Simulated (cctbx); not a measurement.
**Solving a structure by charge flipping**

Cell a = 4.3800 Å, b = 4.3800 Å, c = 4.3800 Å, α = 90.00°, β = 90.00°, γ = 90.00°; space group Pm-3m (no. 221); content Ru1 S1 Mg3.

Simulated single-crystal data (cctbx): Cu Kα, λ = 1.54184 Å, to d = 0.83 Å, 70 % of the full sphere, strongest reflection 20000 counts, noise from counting, a 2 % proportional error and a noise floor of 4 counts (s.d.); no absorption.

Charge flipping in P1 on plain amplitudes to 0.83 Å, δ = 1 σ, 10 % of the reflections treated as weak, 200 cycles:

```text
cycle      R  skewness
    0  0.467     0.44
   16  0.328     3.03
   32  0.188     5.35
   48  0.193     5.27
   64  0.200     5.22
   80  0.205     5.29
   96  0.200     5.26
  112  0.194     5.41
  128  0.181     5.39
  144  0.183     5.21
  160  0.173     5.31
  176  0.180     5.23
  192  0.182     5.27
origin shift          correlation  skewness
 0.437  0.374  0.696      0.943      3.15
 0.436  0.374  0.197      0.924      4.83
 0.438  0.871  0.195      0.904      2.16
-0.170  0.231  0.368      0.923      5.99
taken: symmetry correlation 0.923, skewness 5.99
peak      x       y       z  mult  height/sigma
Q1    0.5000  0.5000  0.5000    1     18.5
Q2    0.0000  0.0000  0.0000    1      6.0
Q3    0.0000  0.0000  0.5000    3      5.8
Q4    0.1533  0.1533  0.1533    8      1.8
Q5    0.3098  0.3098  0.5000   12      1.3
Q6    0.0000  0.5000  0.5000    3      0.8
Q7    0.0000  0.2917  0.5000   12      0.3
```

The origin is taken among those within 0.04 of the best correlation, by the skewness of the map.

Run time: 1.6 s on 1 thread of Arm Neoverse N1, on a shared host, peak memory 0.07 GiB.

**Question.** Which peaks are atoms, and which elements?

Heights go roughly as Z and multiplicities must add up to the content. First model: Q1 = Ru1 (1 in the cell, height 18.5), Q2 = S1 (1 in the cell, height 6.0) and Q3 = Mg1 (3 in the cell, height 5.8). Against the true structure, Q1 is Ru, Q2 is S and Q3 is Mg; the other peaks are not atoms.

Least squares on F², isotropic:

```text
Rint 0.020, 30 unique reflections to 0.84 A
cycle     R1     wR2    GooF  max shift (A)
   1  0.0620  0.1389  16.977   0.00000
   2  0.0040  0.0082   1.003   0.00000
final R1 0.0040 wR2 0.0082 GooF 1.003  parameters 3  data/parameter 10.0
atom        x        y        z      Ueq    occ   su(xyz)  su(Uiso or U11)
Ru1    0.50000  0.50000  0.50000   0.0129  1.000  0.00000  0.0001
S1     0.00000  0.00000  0.00000   0.0145  1.000  0.00000  0.0002
Mg1    0.00000  0.00000  0.50000   0.0232  1.000  0.00000  0.0002
difference map: max 0.08 min -0.10 rms 0.03
Q1    0.0998  0.0998  0.5000   12    0.08  0.62 A from Mg1
Q2    0.0000  0.3817  0.5000   12    0.06  1.67 A from Mg1
Q3    0.2629  0.2629  0.2629    8    0.05  1.80 A from Ru1
Q4    0.0833  0.5000  0.5000    6    0.05  1.82 A from Ru1
Q5    0.1241  0.1241  0.1241    8    0.04  0.94 A from S1
```

Anisotropic refinement:

```text
Rint 0.020, 30 unique reflections to 0.84 A
cycle     R1     wR2    GooF  max shift (A)
   1  0.0040  0.0082   1.026   0.00000
   2  0.0034  0.0065   0.804   0.00000
final R1 0.0034 wR2 0.0065 GooF 0.804  parameters 4  data/parameter 7.5
atom        x        y        z      Ueq    occ   su(xyz)  su(Uiso or U11)
Ru1    0.50000  0.50000  0.50000   0.0129  1.000  0.00000  0.0001
S1     0.00000  0.00000  0.00000   0.0146  1.000  0.00000  0.0001
Mg1    0.00000  0.00000  0.50000   0.0232  1.000  0.00000  0.0002
difference map: max 0.05 min -0.05 rms 0.02
Q1    0.2582  0.2582  0.2582    8    0.05  1.83 A from Ru1
Q2    0.1094  0.5000  0.5000    6    0.05  1.71 A from Ru1
Q3    0.0000  0.1737  0.3854   24    0.05  0.91 A from Mg1
Q4    0.0000  0.3856  0.5000   12    0.05  1.69 A from Mg1
Q5    0.1408  0.1408  0.5000   12    0.04  0.87 A from Mg1
Q6    0.1377  0.1377  0.1377    8    0.03  1.04 A from S1
```

**Reading.** The refinement ends at R1 = 0.0034, wR2 = 0.0065, GooF = 0.80, with difference density between -0.05 and 0.05 e/Å³. Every site matches the true model in element, within 0.001 Å r.m.s., up to an allowed shift of origin.

True model:

```csv
atom,mult.,x,y,z,Ueq (Å²)
Ru1,1,0,0,0,0.0129
S1,1,1/2,1/2,1/2,0.0146
Mg1,3,1/2,1/2,0,0.0232
```

This is a model crystal, built by substitution and not relaxed, with assumed displacement parameters.

[Middle refinement cycles are left out of these outputs.]

[Logs are printed without paths, hosts, clocks, repeated set-up lines and the standing remarks that a program may print on its own settings, such as how far it seeks lower states.]
